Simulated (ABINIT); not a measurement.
# Quasiparticle gap of Sr3SbN (Pm-3m) in ABINIT, part 2 of 3

Aim: the G0W0 gap of Sr3SbN (Pm-3m) on LDA, step by step.

ABINIT 10.8.3; LDA and many-body steps on it, plane waves. Known limits of the many-body steps: not at the basis limit; model gap, bands may invert with spin-orbit coupling; screening runs away on this mesh; no spin-orbit coupling; coarse k mesh.

So far. Step 2 (Ground state): The gap is direct, at Γ.

## Step 3: Bands along the symmetry lines

Level of this step: DFT, LDA, plane waves, norm-conserving pseudopotentials (ABINIT).

The cheap functional maps the bands first; the places of the edges decide which points the dearer methods must see.

Contents of run.abi:

```
acell 3*1.0 Angstrom
rprim 
  5.194965140000 0.000000000000 0.000000000000
  0.000000000000 5.194965140000 0.000000000000
  0.000000000000 0.000000000000 5.194965140000
ntypat 3
znucl 38 51 7
natom 5
typat 1 1 1 2 3
xred 
  0.000000000000 0.500000000000 0.500000000000
  0.500000000000 0.500000000000 0.000000000000
  0.500000000000 0.000000000000 0.500000000000
  0.000000000000 0.000000000000 0.000000000000
  0.500000000000 0.500000000000 0.500000000000
pp_dirpath "pseudos"
pseudos "Sr.upf, Sb.upf, N.upf"
ecut 40
iscf -2
irdden 1
kptopt 0
nkpt 50
kpt 
  0.00000000 0.00000000 0.00000000
  0.00000000 0.06250000 0.00000000
  0.00000000 0.12500000 0.00000000
  0.00000000 0.18750000 0.00000000
  0.00000000 0.25000000 0.00000000
  0.00000000 0.31250000 0.00000000
  0.00000000 0.37500000 0.00000000
  0.00000000 0.43750000 0.00000000
  0.00000000 0.50000000 0.00000000
  0.06250000 0.50000000 0.00000000
  0.12500000 0.50000000 0.00000000
  0.18750000 0.50000000 0.00000000
  0.25000000 0.50000000 0.00000000
  0.31250000 0.50000000 0.00000000
  0.37500000 0.50000000 0.00000000
  0.43750000 0.50000000 0.00000000
  0.50000000 0.50000000 0.00000000
  0.43750000 0.43750000 0.00000000
  0.37500000 0.37500000 0.00000000
  0.31250000 0.31250000 0.00000000
  0.25000000 0.25000000 0.00000000
  0.18750000 0.18750000 0.00000000
  0.12500000 0.12500000 0.00000000
  0.06250000 0.06250000 0.00000000
  0.00000000 0.00000000 0.00000000
  0.06250000 0.06250000 0.06250000
  0.12500000 0.12500000 0.12500000
  0.18750000 0.18750000 0.18750000
  0.25000000 0.25000000 0.25000000
  0.31250000 0.31250000 0.31250000
  0.37500000 0.37500000 0.37500000
  0.43750000 0.43750000 0.43750000
  0.50000000 0.50000000 0.50000000
  0.43750000 0.50000000 0.43750000
  0.37500000 0.50000000 0.37500000
  0.31250000 0.50000000 0.31250000
  0.25000000 0.50000000 0.25000000
  0.18750000 0.50000000 0.18750000
  0.12500000 0.50000000 0.12500000
  0.06250000 0.50000000 0.06250000
  0.00000000 0.50000000 0.00000000
  0.50000000 0.50000000 0.50000000
  0.50000000 0.50000000 0.43750000
  0.50000000 0.50000000 0.37500000
  0.50000000 0.50000000 0.31250000
  0.50000000 0.50000000 0.25000000
  0.50000000 0.50000000 0.18750000
  0.50000000 0.50000000 0.12500000
  0.50000000 0.50000000 0.06250000
  0.50000000 0.50000000 0.00000000
istwfk *1
nband 36
nbdbuf 2
tolwfr 1e-08
nstep 40
prtwf 0
prtvol 0
indata_prefix "in"
outdata_prefix "out"
tmpdata_prefix "tmp"
```

Launch:

```bash
$ OMP_NUM_THREADS=1 mpirun -n 8 abinit run.abi > log
```

Numbers of over 12 decimals in the logs are rounded to 6 here.

Output:

```text
.Version 10.8.3 of ABINIT. v10.8.2 released Aug 2026.

 Symmetries : space group Pm -3 m (#221); Bravais cP (primitive cubic)
[... echo of the input left out ...]
== DATASET  1 ==================================================================
-   mpi_nproc: 8, omp_nthreads: 1 (-1 if OMP is not activated)

--- !DatasetInfo
iteration_state: {dtset: 1, }
dimensions: {natom: 5, nkpt: 50, mband: 36, nsppol: 1, nspinor: 1, nspden: 1, mpw: 11536, }
cutoff_energies: {ecut:  40.0, pawecutdg:  -1.0, }
electrons: {nelect:   5.80000000E+01, charge:   0.00000000E+00, occopt:   1.00000000E+00, tsmear:   1.00000000E-02, }

 Real(R)+Recip(G) space primitive vectors, cartesian coordinates (Bohr,Bohr^-1):
 R(1)=  9.8170613  0.0000000  0.0000000  G(1)=  0.1018635  0.0000000  0.0000000
 R(2)=  0.0000000  9.8170613  0.0000000  G(2)=  0.0000000  0.1018635  0.0000000
 R(3)=  0.0000000  0.0000000  9.8170613  G(3)=  0.0000000  0.0000000  0.1018635
 Unit cell volume ucvol=  9.4611628E+02 bohr^3
 Angles (23,13,12)=  9.00000000E+01  9.00000000E+01  9.00000000E+01 degrees

 getcut: wavevector=  0.0000  0.0000  0.0000  ngfft=  60  60  60
         ecut(hartree)=     40.000   => boxcut(ratio)=   2.14672

--- Pseudopotential description ------------------------------------------------
- Sr Generated using ONCVPSP code by D. R. Hamann
- 38.00000  10.00000  180309                  znucl, zion, pspdat
12 -1012 2 -1 1812                            pspcod,pspxc,lmax,lloc,mmax
     nproj     2     2     2
  pspatm : epsatm=   12.22067766
         --- l  ekb(1:nproj) -->
             0   10.067142    1.054393
             1    7.520551    1.675795
             2    4.085003    0.971115
 pspatm: atomic psp has been read  and splines computed

- Sb Generated using ONCVPSP code by D. R. Hamann
- 51.00000  23.00000  180309                  znucl, zion, pspdat
12 -1012 2 -1 1416                            pspcod,pspxc,lmax,lloc,mmax
     nproj     2     2     2
  pspatm : epsatm=   28.31692806
         --- l  ekb(1:nproj) -->
[...]
pspatm: atomic psp has been read  and splines computed

- N Generated using ONCVPSP code by D. R. Hamann
-  7.00000   5.00000  180309                  znucl, zion, pspdat
12 -1012 1 -1 1058                            pspcod,pspxc,lmax,lloc,mmax
     nproj     2     2     0
  pspatm : epsatm=    5.30777321
         --- l  ekb(1:nproj) -->
[...]
pspatm: atomic psp has been read  and splines computed

--------------------------------------------------------------------------------

================================================================================
 prteigrs : about to open file out_EIG
 Non-SCF case, kpt    1 (  0.00000  0.00000  0.00000), residuals and eigenvalues=
  7.17E-09  2.98E-09  3.30E-09  6.11E-09  4.94E-09  4.35E-09  4.75E-09  2.08E-09
  2.80E-09  9.90E-09  1.74E-09  3.10E-09  2.48E-09  4.83E-09  6.07E-09  1.37E-09
[...]
6.00E-09  5.67E-09  2.04E-08  2.63E-04
[...]
Non-SCF case, kpt   49 (  0.50000  0.50000  0.06250), residuals and eigenvalues=
[...]
Non-SCF case, kpt   50 (  0.50000  0.50000  0.00000), residuals and eigenvalues=
[...]
1.4554E-01  1.8967E-01  1.9096E-01  1.9096E-01  2.1298E-01  3.1972E-01
  3.5031E-01  3.5031E-01  3.5442E-01  3.5442E-01  3.6701E-01  4.0082E-01

--- !ResultsGS
iteration_state: {dtset: 1, }
comment   : Summary of ground state results
lattice_vectors:
- [  9.8170613,   0.0000000,   0.0000000, ]
- [  0.0000000,   9.8170613,   0.0000000, ]
- [  0.0000000,   0.0000000,   9.8170613, ]
lattice_lengths: [   9.81706,    9.81706,    9.81706, ]
lattice_angles: [ 90.000,  90.000,  90.000, ] # degrees, (23, 13, 12)
lattice_volume:   9.4611628E+02
convergence: {deltae:  0.000E+00, res2:  0.000E+00, residm:  9.985E-09, diffor:  0.000E+00, }
etotal    :  -3.66169513E+02
entropy   :   0.00000000E+00
fermie    :   2.45032839E-01
cartesian_stress_tensor: null
pressure_GPa: null
xred      :
- [  0.0000E+00,   5.0000E-01,   5.0000E-01, Sr]
- [  5.0000E-01,   5.0000E-01,   0.0000E+00, Sr]
- [  5.0000E-01,   0.0000E+00,   5.0000E-01, Sr]
- [  0.0000E+00,   0.0000E+00,   0.0000E+00, Sb]
- [  5.0000E-01,   5.0000E-01,   5.0000E-01,  N]
cartesian_forces: null
force_length_stats: {min: null, max: null, mean: null, }

 Integrated electronic density in atomic spheres:
 ------------------------------------------------
 Atom  Sphere_radius  Integrated_density
[...]
================================================================================

 ----iterations are completed or convergence reached----

 Mean square residual over all n,k,spin=   49.735E-10; max=  99.848E-10
 reduced coordinates (array xred) for    5 atoms
[...]
0.000000000000      0.000000000000      0.000000000000
       0.500000000000      0.500000000000      0.500000000000

 cartesian coordinates (angstrom) at end:
[...]
length scales=  1.889726125908  1.889726125908  1.889726125908 bohr
              =  1.000000000000  1.000000000000  1.000000000000 angstroms
 prteigrs : about to open file out_EIG
 Eigenvalues (hartree) for nkpt=  50  k points:
 kpt#   1, nband= 36, wtk=  1.00000, kpt=  0.0000  0.0000  0.0000 (reduced coord)
[...]
kpt#   2, nband= 36, wtk=  1.00000, kpt=  0.0000  0.0625  0.0000 (reduced coord)
[...]
kpt#   3, nband= 36, wtk=  1.00000, kpt=  0.0000  0.1250  0.0000 (reduced coord)
[...]
kpt#  49, nband= 36, wtk=  1.00000, kpt=  0.5000  0.5000  0.0625 (reduced coord)
[...]
0.35530    0.35530    0.36796    0.39583
 kpt#  50, nband= 36, wtk=  1.00000, kpt=  0.5000  0.5000  0.0000 (reduced coord)
[...]
-0.38158   -0.38158   -0.37304   -0.37261   -0.36164   -0.14847   -0.05966    0.14554
   0.14554    0.18967    0.19096    0.19096    0.21298    0.31972    0.35031    0.35031
   0.35442    0.35442    0.36701    0.40082

== END DATASET(S) ==============================================================
================================================================================

 -outvars: echo values of variables after computation  --------
            nband          36
             nkpt          50
          spgroup         221
 [... the other variables as echoed above ...]

 Calculation completed.
```

The job ended after 2.4 min (8 MPI ranks of Arm Neoverse N1, shared host; peak memory 0.96 GiB; 19 min of CPU time).

This step gave:

| Item | Value |
| --- | --- |
| gap | 0.2503 eV |
| k of the valence top | 0, 0, 0 |
| k of the conduction bottom | 0, 0, 0 |
| least direct gap | 0.2503 eV |

The gap is 0.250 eV, as in the run before at this level.

The electronic bands at the labelled points (eV, zero at the top of the highest filled band):

```tsv
point	band 26	band 27	band 28	band 29	band 30	band 31	band 32	band 33
Γ	-0.92	0.00	0.00	0.00	0.25	0.25	0.88	1.31
halfway	-1.08	-1.06	-0.40	-0.40	0.73	1.02	1.55	2.37
X	-1.25	-1.25	-0.60	-0.60	1.49	1.92	1.95	2.89
halfway	-1.38	-1.35	-1.19	-0.75	1.98	2.37	2.82	2.88
M	-1.51	-1.47	-1.47	-0.87	2.03	2.86	2.86	2.98
halfway	-1.24	-1.18	-0.87	-0.61	1.23	1.95	2.09	2.18
Γ	-0.92	0.00	0.00	0.00	0.25	0.25	0.88	1.31
halfway	-1.86	-1.16	-1.10	-1.10	1.84	1.84	2.35	2.95
R	-2.39	-1.53	-1.53	-1.53	1.83	1.83	1.83	3.24
halfway	-1.55	-1.45	-1.43	-1.24	2.39	2.45	2.49	2.61
X	-1.25	-1.25	-0.60	-0.60	1.49	1.92	1.95	2.89
jump to R	-2.39	-1.53	-1.53	-1.53	1.83	1.83	1.83	3.24
halfway	-1.71	-1.54	-1.54	-1.52	2.01	2.37	2.37	3.20
M	-1.51	-1.47	-1.47	-0.87	2.03	2.86	2.86	2.98
```

## Step 4: Empty states on the mesh, 2×2×2 mesh, 172 bands

The sums over transitions need many empty states on a uniform mesh; this step solves for them.

Contents of run.abi:

```
acell 3*1.0 Angstrom
rprim 
  5.194965140000 0.000000000000 0.000000000000
  0.000000000000 5.194965140000 0.000000000000
  0.000000000000 0.000000000000 5.194965140000
ntypat 3
znucl 38 51 7
natom 5
typat 1 1 1 2 3
xred 
  0.000000000000 0.500000000000 0.500000000000
  0.500000000000 0.500000000000 0.000000000000
  0.500000000000 0.000000000000 0.500000000000
  0.000000000000 0.000000000000 0.000000000000
  0.500000000000 0.500000000000 0.500000000000
pp_dirpath "pseudos"
pseudos "Sr.upf, Sb.upf, N.upf"
ecut 40
ngkpt 2 2 2
nshiftk 1
shiftk 0 0 0
kptopt 1
chksymbreak 0
iscf -2
irdden 1
istwfk *1
nband 172
nbdbuf 14
tolwfr 1e-09
nstep 60
prtvol 0
indata_prefix "in"
outdata_prefix "out"
tmpdata_prefix "tmp"
```

Launch:

```bash
$ OMP_NUM_THREADS=2 mpirun -n 4 abinit run.abi > log
```

Output:

```text
.Version 10.8.3 of ABINIT. v10.8.2 released Aug 2026.

 Symmetries : space group Pm -3 m (#221); Bravais cP (primitive cubic)
[... echo of the input left out ...]
== DATASET  1 ==================================================================
-   mpi_nproc: 4, omp_nthreads: 2 (-1 if OMP is not activated)

--- !DatasetInfo
iteration_state: {dtset: 1, }
dimensions: {natom: 5, nkpt: 4, mband: 172, nsppol: 1, nspinor: 1, nspden: 1, mpw: 11536, }
cutoff_energies: {ecut:  40.0, pawecutdg:  -1.0, }
electrons: {nelect:   5.80000000E+01, charge:   0.00000000E+00, occopt:   1.00000000E+00, tsmear:   1.00000000E-02, }

 Real(R)+Recip(G) space primitive vectors, cartesian coordinates (Bohr,Bohr^-1):
 R(1)=  9.8170613  0.0000000  0.0000000  G(1)=  0.1018635  0.0000000  0.0000000
 R(2)=  0.0000000  9.8170613  0.0000000  G(2)=  0.0000000  0.1018635  0.0000000
 R(3)=  0.0000000  0.0000000  9.8170613  G(3)=  0.0000000  0.0000000  0.1018635
 Unit cell volume ucvol=  9.4611628E+02 bohr^3
 Angles (23,13,12)=  9.00000000E+01  9.00000000E+01  9.00000000E+01 degrees

 getcut: wavevector=  0.0000  0.0000  0.0000  ngfft=  60  60  60
         ecut(hartree)=     40.000   => boxcut(ratio)=   2.14672

--- Pseudopotential description ------------------------------------------------
- Sr Generated using ONCVPSP code by D. R. Hamann
- 38.00000  10.00000  180309                  znucl, zion, pspdat
12 -1012 2 -1 1812                            pspcod,pspxc,lmax,lloc,mmax
     nproj     2     2     2
  pspatm : epsatm=   12.22067766
         --- l  ekb(1:nproj) -->
             0   10.067142    1.054393
             1    7.520551    1.675795
             2    4.085003    0.971115
 pspatm: atomic psp has been read  and splines computed

- Sb Generated using ONCVPSP code by D. R. Hamann
- 51.00000  23.00000  180309                  znucl, zion, pspdat
12 -1012 2 -1 1416                            pspcod,pspxc,lmax,lloc,mmax
     nproj     2     2     2
  pspatm : epsatm=   28.31692806
         --- l  ekb(1:nproj) -->
[...]
pspatm: atomic psp has been read  and splines computed

- N Generated using ONCVPSP code by D. R. Hamann
-  7.00000   5.00000  180309                  znucl, zion, pspdat
12 -1012 1 -1 1058                            pspcod,pspxc,lmax,lloc,mmax
     nproj     2     2     0
  pspatm : epsatm=    5.30777321
         --- l  ekb(1:nproj) -->
[...]
pspatm: atomic psp has been read  and splines computed

--------------------------------------------------------------------------------

================================================================================
 prteigrs : about to open file out_EIG
 Non-SCF case, kpt    1 (  0.00000  0.00000  0.00000), residuals and eigenvalues=
  4.83E-10  4.27E-10  4.47E-10  6.66E-10  5.81E-10  5.08E-10  7.37E-10  9.15E-11
  8.70E-11  2.32E-10  7.29E-11  1.48E-10  3.00E-10  3.67E-10  5.97E-10  3.97E-10
  4.93E-10  6.69E-10  1.69E-10  3.22E-10  4.36E-10  2.13E-10  2.06E-10  1.77E-10
[...]
8.14E-07  9.03E-05  1.22E-04  3.30E-06
 -5.0017E+00 -3.2782E+00 -3.2782E+00 -3.2782E+00 -1.0384E+00 -1.0345E+00
 -1.0345E+00 -7.7731E-01 -7.7731E-01 -7.7731E-01 -7.7716E-01 -7.7716E-01
 -3.9031E-01 -3.9031E-01 -3.9031E-01 -3.7953E-01 -3.7953E-01 -3.7953E-01
[...]
1.9378E+00  1.9718E+00  1.9718E+00  1.9718E+00  1.9730E+00  1.9730E+00
  1.9730E+00  1.9801E+00  1.9801E+00  1.9801E+00  1.9948E+00  1.9948E+00
  2.0240E+00  2.0245E+00  2.0253E+00  2.0363E+00
 prteigrs : prtvol=0 or 1, do not print more k-points.

--- !ResultsGS
iteration_state: {dtset: 1, }
comment   : Summary of ground state results
lattice_vectors:
- [  9.8170613,   0.0000000,   0.0000000, ]
- [  0.0000000,   9.8170613,   0.0000000, ]
- [  0.0000000,   0.0000000,   9.8170613, ]
lattice_lengths: [   9.81706,    9.81706,    9.81706, ]
lattice_angles: [ 90.000,  90.000,  90.000, ] # degrees, (23, 13, 12)
lattice_volume:   9.4611628E+02
convergence: {deltae:  0.000E+00, res2:  0.000E+00, residm:  9.870E-10, diffor:  0.000E+00, }
etotal    :  -3.66169513E+02
entropy   :   0.00000000E+00
fermie    :   2.45032839E-01
cartesian_stress_tensor: null
pressure_GPa: null
xred      :
- [  0.0000E+00,   5.0000E-01,   5.0000E-01, Sr]
- [  5.0000E-01,   5.0000E-01,   0.0000E+00, Sr]
- [  5.0000E-01,   0.0000E+00,   5.0000E-01, Sr]
- [  0.0000E+00,   0.0000E+00,   0.0000E+00, Sb]
- [  5.0000E-01,   5.0000E-01,   5.0000E-01,  N]
cartesian_forces: null
force_length_stats: {min: null, max: null, mean: null, }

 Integrated electronic density in atomic spheres:
 ------------------------------------------------
 Atom  Sphere_radius  Integrated_density
[...]
================================================================================

 ----iterations are completed or convergence reached----

 Mean square residual over all n,k,spin=   42.302E-11; max=  98.705E-11
 reduced coordinates (array xred) for    5 atoms
[...]
0.000000000000      0.000000000000      0.000000000000
       0.500000000000      0.500000000000      0.500000000000

 cartesian coordinates (angstrom) at end:
    1      0.000000     2.597483     2.597483
[...]
5      2.597483     2.597483     2.597483
 length scales=  1.889726125908  1.889726125908  1.889726125908 bohr
              =  1.000000000000  1.000000000000  1.000000000000 angstroms
 prteigrs : about to open file out_EIG
 Eigenvalues (hartree) for nkpt=   4  k points:
 kpt#   1, nband=172, wtk=  0.12500, kpt=  0.0000  0.0000  0.0000 (reduced coord)
[...]
1.86640    1.89004    1.93778    1.93778    1.93778    1.97182    1.97182    1.97182
   1.97295    1.97295    1.97295    1.98013    1.98013    1.98013    1.99483    1.99484
   2.02398    2.02448    2.02526    2.03634
 prteigrs : prtvol=0 or 1, do not print more k-points.

== END DATASET(S) ==============================================================
================================================================================

 -outvars: echo values of variables after computation  --------
            nband         172
             nkpt           4
          spgroup         221
 [... the other variables as echoed above ...]

 Calculation completed.
```

Wall time 2.3 min (4 MPI ranks); peak memory 0.55 GiB; 15 min of CPU time.

This step gave:

| Quantity | Value |
| --- | --- |
| gap | 0.2503 eV |
| k of the valence top | 0, 0, 0 |
| k of the conduction bottom | 0, 0, 0 |
| least direct gap | 0.2503 eV |
| k points computed | 4 |
| lowest point of the top converged band, above the valence top | 45.04 eV |

On this mesh the gap is 0.250 eV.

## Step 5: Screening, 2×2×2 mesh, 158 bands, screening to 130.6 eV

The RPA dielectric matrix is built and inverted for each q.

This step: RPA screening on LDA, plane waves, norm-conserving pseudopotentials.

Edit run.abi of step 4 so:

```diff
@@ -23,10 +23,11 @@
 chksymbreak 0
-iscf -2
-irdden 1
 istwfk *1
-nband 172
-nbdbuf 14
-tolwfr 1e-09
-nstep 60
-prtvol 0
+occopt 1
+irdwfk 1
+optdriver 3
+nband 158
+ecuteps 4.8
+inclvkb 2
+awtr 1
+symchi 1
 indata_prefix "in"
```

Launch:

```bash
$ OMP_NUM_THREADS=1 mpirun -n 8 abinit run.abi > log
```

Output:

```text
.Version 10.8.3 of ABINIT. v10.8.2 released Aug 2026.

 Symmetries : space group Pm -3 m (#221); Bravais cP (primitive cubic)
[... echo of the input left out ...]
== DATASET  1 ==================================================================
-   mpi_nproc: 8, omp_nthreads: 1 (-1 if OMP is not activated)

--- !DatasetInfo
iteration_state: {dtset: 1, }
dimensions: {natom: 5, nkpt: 4, mband: 158, nsppol: 1, nspinor: 1, nspden: 1, mpw: 11536, }
cutoff_energies: {ecut:  40.0, pawecutdg:  -1.0, }
electrons: {nelect:   5.80000000E+01, charge:   0.00000000E+00, occopt:   1.00000000E+00, tsmear:   1.00000000E-02, }

 SCREENING: Calculation of the susceptibility and dielectric matrices

 Based on a program developped by R.W. Godby, V. Olevano, G. Onida, and L. Reining.
 Incorporated in ABINIT by V. Olevano, G.-M. Rignanese, and M. Torrent.
.Using double precision arithmetic ; gwpc =  8

[... cell and pseudopotentials left out ...]
--------------------------------------------------------------------------------

 ==== K-mesh for the wavefunctions ====
 Number of points in the irreducible wedge :     4
[... list of points left out ...]
 Together with 48 symmetry operations and time-reversal symmetry
 yields     8 points in the full Brillouin Zone.

 ==== Q-mesh for the screening function ====
 Number of points in the irreducible wedge :     4
[... list of points left out ...]
 Together with 48 symmetry operations and time-reversal symmetry
 yields     8 points in the full Brillouin Zone.

 setmesh: FFT mesh size selected  =    40x   40x   40
          total number of points  =        64000

 vcoul_init : cutoff-mode = AUXILIARY_FUNCTION
 q-points for optical limit:   1
     1)      0.000010    0.000020    0.000030

- screening: taking advantage of time-reversal symmetry
- Maximum band index for partially occupied states nbvw = 29
- Remaining bands to be divided among processors   nbcw = 129
- Number of bands treated by each node ~16

 Number of electrons calculated from density =   58.0000; Expected =   58.0000
 average of density, n =  0.061303
 r_s =    1.5733
 omega_plasma =   23.8835 [eV]

 calculating chi0 at frequencies [eV] :
  1    0.000000E+00    0.000000E+00
  2    0.000000E+00    2.388347E+01

--------------------------------------------------------------------------------
  q-point number  1        q = ( 0.000000, 0.000000, 0.000000) [r.l.u.]
--------------------------------------------------------------------------------
[... chi0 elements left out ...]
 For q-point:  0.000010 0.000020 0.000030
  dielectric constant = 186.6800
  dielectric constant without local fields = 215.2867

  Average fulfillment of the sum rule on Im[epsilon] for q-point    1 :     60.26  [%]
[... wings left out ...]
  q-point number  2        q = ( 0.500000, 0.000000, 0.000000) [r.l.u.]
--------------------------------------------------------------------------------
[... chi0 elements left out ...]
  Average fulfillment of the sum rule on Im[epsilon] for q-point    2 :     65.87  [%]

 [... 2 further q-points ...]
```

The job ended after 91 s (8 MPI ranks; peak memory 3 GiB).

This step gave:

- ε∞ with local fields, on this mesh, along the program's q direction: 186.7
- the same without local fields: 215.3
- plasma frequency: 23.88 eV
- plane waves in the screening matrix: 461

Local fields lower ε∞ by 13 %. The value itself is an artefact of the mesh, where one narrow direct gap carries too much weight.

(Continued in part 3 of 3.)

[Paths, hosts, dates, memory and timing lines, banners, echoed tables and standing remarks are left out of the program output.]

[Logs are printed without paths, hosts, clocks, repeated set-up lines and the standing remarks that a program may print on its own settings, such as how far it seeks lower states.]

[Runs of the session that timed out or met a known fault of the program may be left out.]

[Hosts, paths, dates, database ids (printed as entryN), source tags and the programs' standing remarks are cut or masked in the printed files.]

[G0W0 gaps are taken among the corrected bands and points alone; a level outside them can change the order at an edge.]

[Where Ansatz stands beside ABINIT at settings called matched, ABINIT's density can come from a denser mesh and the files from another edition; pairs whose starting gaps differed by over 0.03 eV were left out, so agreement reads better than it is.]
